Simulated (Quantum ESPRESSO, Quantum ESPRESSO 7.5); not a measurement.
# Ru(0001), 5 layers against a metal electrode, stepped through the charge of the slab

What law, if any, do the results for Ru(0001), 5 layers against a metal electrode follow against the charge of the slab?

Main program and level: Quantum ESPRESSO 7.5; plane-wave DFT, PBE, GBRV ultrasoft pseudopotentials.

### Step 1. Starting point

The structure is hexagonal, space group P6_3/mmc (No. 194). The conventional cell has a = 2.700 Å, b = 2.700 Å, c = 4.277 Å, α = 90.00°, β = 90.00°, γ = 120.00°. Nearest to Ru lie 12 Ru at 2.65 to 2.70 Å.

Set-up: The slab is relaxed neutral, then held. ESM with bc3: vacuum below and a metal electrode about 6 Å above the top atoms. Cold smearing of 0.02 Ry. Charges are set per cell from the starting area. The slabs take the lattice constants of the bulk relaxed by the same program.

Members 2, 3, 4.5, 6, 7 and 8 took the same steps and show in the table alone.

### Step 2. Variable-cell relaxation of the reference

The bulk crystal is relaxed in cell and atoms; the members are built on its lattice constants.

ref.vc.in reads:

```
&control
  prefix = 'ref.vc'
  outdir = './out'
  pseudo_dir = './pseudo'
  nstep = 40
  forc_conv_thr = 0.0003
  calculation = 'vc-relax'
/
&system
  ibrav = 0
  nat = 2
  ntyp = 1
  ecutwfc = 50
  ecutrho = 250
  occupations = 'smearing'
  smearing = 'mv'
  degauss = 0.02
/
&electrons
  conv_thr = 1e-09
  mixing_beta = 0.4
  electron_maxstep = 120
/
&ions
/
&cell
  press_conv_thr = 0.3
/
ATOMIC_SPECIES
  Ru  101.0700  ru_pbe_v1.2.uspp.F.UPF
CELL_PARAMETERS angstrom
  2.70000000000000 0.00000000000000 0.00000000000000
  -1.35000000000000 2.33826859021798 0.00000000000000
  0.00000000000000 0.00000000000000 4.27680000000000
ATOMIC_POSITIONS crystal
  Ru  0.333333333333 0.666666666667 0.250000000000
  Ru  0.666666666667 0.333333333333 0.750000000000
K_POINTS automatic
  17 17 10 0 0 0
```

Run with:

```
$ OMP_NUM_THREADS=1 mpirun -n 4 pw.x -nk 4 -in ref.vc.in > ref.vc.out
```

The program printed:

```text
Program PWSCF v.7.5 starts
[citation notice left out]

     Parallel version (MPI & OpenMP), running on       4 processor cores
     Number of MPI processes:                 4
     Threads/MPI process:                     1

     MPI processes distributed on     1 nodes
[...]
Current dimensions of program PWSCF are:
     Max number of different atomic species (ntypx) = 10
     Max number of k-points (npk) =  40000
     Max angular momentum in pseudopotentials (lmaxx) =  4
     Message from routine setup:
     using ibrav=0 with symmetry is DISCOURAGED, use correct ibrav instead

     K-points division:     npool     =       4
     Subspace diagonalization in iterative solution of the eigenvalue problem:
     a serial algorithm will be used

     G-vector sticks info
     --------------------
     sticks:   dense  smooth     PW     G-vecs:    dense   smooth      PW
     Sum         439     361    121                12119     8749    1581

     Using Slab Decomposition

     bravais-lattice index     =            0
     lattice parameter (alat)  =       5.1023  a.u.
     unit-cell volume          =     182.2106 (a.u.)^3
     number of atoms/cell      =            2
     number of atomic types    =            1
     number of electrons       =        32.00
     number of Kohn-Sham states=           20
     kinetic-energy cutoff     =      50.0000  Ry
     charge density cutoff     =     250.0000  Ry
     scf convergence threshold =      1.0E-09
     mixing beta               =       0.4000
     number of iterations used =            8  plain     mixing
     energy convergence thresh.=      1.0E-04
     force convergence thresh. =      3.0E-04
     press convergence thresh. =      3.0E-01
     Exchange-correlation= SLA  PW   PBE  PBE
                           (   1   4   3   4   0   0   0)
     nstep                     =           40

     celldm(1)=   5.102261  celldm(2)=   0.000000  celldm(3)=   0.000000
     celldm(4)=   0.000000  celldm(5)=   0.000000  celldm(6)=   0.000000

     crystal axes: (cart. coord. in units of alat)
               a(1) = (   1.000000   0.000000   0.000000 )
               a(2) = (  -0.500000   0.866025   0.000000 )
               a(3) = (   0.000000   0.000000   1.584000 )

     reciprocal axes: (cart. coord. in units 2 pi/alat)
               b(1) = (  1.000000  0.577350 -0.000000 )
               b(2) = (  0.000000  1.154701  0.000000 )
               b(3) = (  0.000000 -0.000000  0.631313 )

     PseudoPot. # 1 for Ru read from file:
     ./pseudo/ru_pbe_v1.2.uspp.F.UPF
     Pseudo is Ultrasoft + core correction, Zval = 16.0
     Generated by new atomic code, or converted to UPF format
     Using radial grid of  967 points,  6 beta functions with:
                l(1) =   0
                l(2) =   0
                l(3) =   1
                l(4) =   1
                l(5) =   2
                l(6) =   2
     Q(r) pseudized with  8 coefficients,  rinner =    1.300   1.300   1.300
                                                       1.300   1.300

     atomic species   valence    mass     pseudopotential
     Ru               16.00   101.07000     Ru( 1.00)

     24 Sym. Ops., with inversion, found (12 have fractional translation)

   Cartesian axes

     site n.     atom                  positions (alat units)
         1        Ru     tau(   1) = (  -0.0000000   0.5773503   0.3960000  )
         2        Ru     tau(   2) = (   0.5000000   0.2886751   1.1880000  )

     number of k points=   198  Marzari-Vanderbilt smearing, width (Ry)=  0.0200

     Number of k-points >= 100: set verbosity='high' to print them.

     Dense  grid:    12119 G-vectors     FFT dimensions: (  25,  25,  48)

     Smooth grid:     8749 G-vectors     FFT dimensions: (  24,  24,  40)

     Estimated max dynamical RAM per process >      36.50 MB

     Estimated total dynamical RAM >     137.14 MB

     Initial potential from superposition of free atoms

     starting charge      30.0000, renormalised to      32.0000

     negative rho (up, down):  1.527E-01 0.000E+00
     Starting wfcs are   26 randomized atomic wfcs

     total cpu time spent up to now is        2.5 secs

     per-process dynamical memory:    32.7 Mb

     Self-consistent Calculation

     iteration #  1     ecut=    50.00 Ry     beta= 0.40
     Davidson diagonalization with overlap
     ethr =  1.00E-02,  avg # of iterations =  2.0

     negative rho (up, down):  1.496E-01 0.000E+00

     total cpu time spent up to now is        4.9 secs

     total energy              =    -388.21047479 Ry
     estimated scf accuracy    <       2.35699489 Ry

     iteration #  2     ecut=    50.00 Ry     beta= 0.40
[...]
negative rho (up, down):  1.496E-01 0.000E+00

[...]
total energy              =    -388.49772828 Ry
     estimated scf accuracy    <       0.06292456 Ry

     iteration #  3     ecut=    50.00 Ry     beta= 0.40
[...]
negative rho (up, down):  1.492E-01 0.000E+00

[...]
total energy              =    -388.51634898 Ry
     estimated scf accuracy    <       0.00217697 Ry

     iteration #  4     ecut=    50.00 Ry     beta= 0.40
[...]
negative rho (up, down):  1.489E-01 0.000E+00

[...]
total energy              =    -388.51650841 Ry
     estimated scf accuracy    <       0.00265006 Ry

     iteration #  5     ecut=    50.00 Ry     beta= 0.40
[...]
negative rho (up, down):  1.486E-01 0.000E+00

[...]
total energy              =    -388.51712689 Ry
     estimated scf accuracy    <       0.00002028 Ry

     iteration #  6     ecut=    50.00 Ry     beta= 0.40
[...]
negative rho (up, down):  1.485E-01 0.000E+00

[...]
total energy              =    -388.51713580 Ry
     estimated scf accuracy    <       0.00000216 Ry

     iteration #  7     ecut=    50.00 Ry     beta= 0.40
[...]
negative rho (up, down):  1.485E-01 0.000E+00

[...]
total energy              =    -388.51713564 Ry
     estimated scf accuracy    <       0.00000060 Ry

     iteration #  8     ecut=    50.00 Ry     beta= 0.40
[...]
negative rho (up, down):  1.484E-01 0.000E+00

[...]
total energy              =    -388.51713571 Ry
     estimated scf accuracy    <       0.00000002 Ry

     iteration #  9     ecut=    50.00 Ry     beta= 0.40
[...]
Forces acting on atoms (cartesian axes, Ry/au):

     atom    1 type  1   force =     0.00000000    0.00000000    0.00000000
     atom    2 type  1   force =     0.00000000    0.00000000    0.00000000

     Total force =     0.000000     Total SCF correction =     0.000000

     Computing stress (Cartesian axis) and pressure

     negative rho (up, down):  1.490E-01 0.000E+00
          total   stress  (Ry/bohr**3)                   (kbar)     P=      -35.60
  -0.00022111   0.00000000   0.00000000          -32.53        0.00        0.00
   0.00000000  -0.00022111   0.00000000            0.00      -32.53        0.00
   0.00000000   0.00000000  -0.00028380            0.00        0.00      -41.75

     Energy error            =      4.0E-04 Ry
     Gradient error          =      0.0E+00 Ry/Bohr
     Cell gradient error     =      4.2E+01 kbar

     number of scf cycles    =   2
     number of bfgs steps    =   1

     enthalpy           old  =    -388.5171357180 Ry
     enthalpy           new  =    -388.5175372463 Ry

     CASE: enthalpy          _new < enthalpy          _old

     new trust radius        =       0.0120921372 bohr
     new conv_thr            =            1.0E-11 Ry

     new unit-cell volume =    185.58194 a.u.^3 (    27.50041 Ang^3 )
     density =     12.20569 g/cm^3

CELL_PARAMETERS (angstrom)
   2.720293612   0.000000000   0.000000000
  -1.360146806   2.355843374   0.000000000
   0.000000000   0.000000000   4.291181852

ATOMIC_POSITIONS (crystal)
Ru               0.3333333333        0.6666666667        0.2500000000
Ru               0.6666666667        0.3333333333        0.7500000000

[...]
NEW-OLD atomic charge density approx. for the potential
     New effective cutoffs (rho, wfc):  248.11   49.65

     negative rho (up, down):  1.488E-01 0.000E+00

     total cpu time spent up to now is       44.5 secs

     per-process dynamical memory:    45.2 Mb

     Self-consistent Calculation

     iteration #  1     ecut=    50.00 Ry     beta= 0.40
     Davidson diagonalization with overlap
     ethr =  1.00E-06,  avg # of iterations =  4.1

     Threshold (ethr) on eigenvalues was too large:
     Diagonalizing with lowered threshold

     Davidson diagonalization with overlap
     ethr =  4.79E-09,  avg # of iterations =  3.9

     negative rho (up, down):  1.487E-01 0.000E+00

     total cpu time spent up to now is       50.6 secs

     total energy              =    -388.51780690 Ry
     estimated scf accuracy    <       0.00000132 Ry

[...]
iteration #  7     ecut=    50.00 Ry     beta= 0.40
[...]
negative rho (up, down):  1.487E-01 0.000E+00

[...]
End of self-consistent calculation

     Number of k-points >= 100: set verbosity='high' to print the bands.

     the Fermi energy is    23.4055 ev

!    total energy              =    -388.51780704 Ry
     estimated scf accuracy    <          6.2E-13 Ry
     smearing contrib. (-TS)   =      -0.00017738 Ry
     internal energy E=F+TS    =    -388.51762966 Ry

     The total energy is F=E-TS. E is the sum of the following terms:
     one-electron contribution =     -67.02649768 Ry
     hartree contribution      =      56.95292520 Ry
     xc contribution           =     -51.87099945 Ry
     ewald contribution        =    -326.57305773 Ry

     convergence has been achieved in   7 iterations

     negative rho (up, down):  1.487E-01 0.000E+00

     Forces acting on atoms (cartesian axes, Ry/au):

     atom    1 type  1   force =    -0.00000000    0.00000000    0.00000000
     atom    2 type  1   force =     0.00000000   -0.00000000   -0.00000000

     Total force =     0.000000     Total SCF correction =     0.000000

     Computing stress (Cartesian axis) and pressure

     negative rho (up, down):  1.487E-01 0.000E+00
          total   stress  (Ry/bohr**3)                   (kbar)     P=       -1.42
  -0.00000442   0.00000000   0.00000000           -0.65        0.00        0.00
   0.00000000  -0.00000442   0.00000000            0.00       -0.65        0.00
   0.00000000   0.00000000  -0.00002004            0.00        0.00       -2.95

     Energy error            =      2.7E-04 Ry
     Gradient error          =      4.3E-27 Ry/Bohr
     Cell gradient error     =      2.9E+00 kbar

     number of scf cycles    =   3
     number of bfgs steps    =   2

     enthalpy           old  =    -388.5175372463 Ry
     enthalpy           new  =    -388.5178070435 Ry

     CASE: enthalpy          _new < enthalpy          _old

     new trust radius        =       0.0011358137 bohr
     new conv_thr            =            1.0E-11 Ry

     new unit-cell volume =    185.49782 a.u.^3 (    27.48794 Ang^3 )
     density =     12.21122 g/cm^3

CELL_PARAMETERS (angstrom)
   2.720244102   0.000000000   0.000000000
  -1.360122051   2.355800497   0.000000000
   0.000000000   0.000000000   4.289392952

ATOMIC_POSITIONS (crystal)
Ru               0.3333333333        0.6666666667        0.2500000000
Ru               0.6666666667        0.3333333333        0.7500000000

[...]
NEW-OLD atomic charge density approx. for the potential
     New effective cutoffs (rho, wfc):  248.31   49.69

     negative rho (up, down):  1.487E-01 0.000E+00

     total cpu time spent up to now is       65.4 secs

     per-process dynamical memory:    45.2 Mb

[...]
!    total energy              =    -388.51780788 Ry
[...]
Total force =     0.000000     Total SCF correction =     0.000000
[...]
Self-consistent Calculation

     iteration #  1     ecut=    50.00 Ry     beta= 0.40
     Davidson diagonalization with overlap
     ethr =  1.00E-06,  avg # of iterations =  9.5

     negative rho (up, down):  1.510E-01 0.000E+00

     total cpu time spent up to now is       86.9 secs

     total energy              =    -388.14652602 Ry
     estimated scf accuracy    <       2.51555206 Ry

[...]
iteration # 12     ecut=    50.00 Ry     beta= 0.40
[...]
negative rho (up, down):  1.487E-01 0.000E+00

[...]
End of self-consistent calculation

     Number of k-points >= 100: set verbosity='high' to print the bands.

     the Fermi energy is    23.4188 ev

!    total energy              =    -388.51782082 Ry
     estimated scf accuracy    <          7.6E-12 Ry
     smearing contrib. (-TS)   =      -0.00017950 Ry
     internal energy E=F+TS    =    -388.51764132 Ry

     The total energy is F=E-TS. E is the sum of the following terms:
     one-electron contribution =     -66.95692043 Ry
     hartree contribution      =      56.93258652 Ry
     xc contribution           =     -51.87214627 Ry
     ewald contribution        =    -326.62116114 Ry

     convergence has been achieved in  12 iterations

     negative rho (up, down):  1.487E-01 0.000E+00

     Forces acting on atoms (cartesian axes, Ry/au):

     atom    1 type  1   force =     0.00000000   -0.00000000    0.00000000
     atom    2 type  1   force =    -0.00000000    0.00000000   -0.00000000

     Total force =     0.000000     Total SCF correction =     0.000000

     Computing stress (Cartesian axis) and pressure

     negative rho (up, down):  1.487E-01 0.000E+00
          total   stress  (Ry/bohr**3)                   (kbar)     P=        0.07
   0.00000140   0.00000000  -0.00000000            0.21        0.00       -0.00
   0.00000000   0.00000140   0.00000000            0.00        0.21        0.00
  -0.00000000   0.00000000  -0.00000138           -0.00        0.00       -0.20

[...]
=------------------------------------------------------------------------------=
   JOB DONE.
=------------------------------------------------------------------------------=
```

It took 1.9 min on 4 MPI ranks of Intel Xeon at 2.70GHz, shared host; peak memory 0.34 GiB; 7.5 min of CPU time.

Step by step:

```csv
step,energy less that of the first step (eV),largest force (eV/Å),volume (Å³)
1,0.0000,0.0000,27.00
2,-0.0055,0.0000,27.81
3,-0.0091,0.0000,27.50
4,-0.0091,0.0000,27.49
5,-0.0093,0.0000,27.49
```

```csv
"conventional cell, symmetrised",before,after,change
a (Å),2.700,2.720,+0.7 %
b (Å),2.700,2.720,+0.7 %
c (Å),4.277,4.289,+0.3 %
volume (Å³/atom),13.50,13.74,+1.8 %
```

The relaxed structure:

```xyz
2
Lattice="2.7202 0.0000 0.0000 -1.3601 2.3558 0.0000 0.0000 0.0000 4.2894" Properties=species:S:1:pos:R:3 pbc="T T T"
Ru    0.0000    1.5705    1.0723
Ru    1.3601    0.7853    3.2170
```

 The last row is no step: it is a fresh SCF in the final cell with a new plane-wave basis, -0 meV from the row before.

Read from the output:

```
free energy  : -5286.0542 eV
Fermi energy : 23.42 eV
```

(Continued in part 2 of 4.)

[Logs are printed without paths, hosts, clocks, repeated set-up lines and the standing remarks that a program may print on its own settings, such as how far it seeks lower states.]

[Hosts, paths, dates, database ids (printed as entryN), source tags and the programs' standing remarks are cut or masked in the printed files.]

[Maps of the electrostatic potential energy from Ansatz leave out the sawtooth potential of an applied field or a dipole correction, so their vacuum need not be flat; planar profiles and work functions include it.]
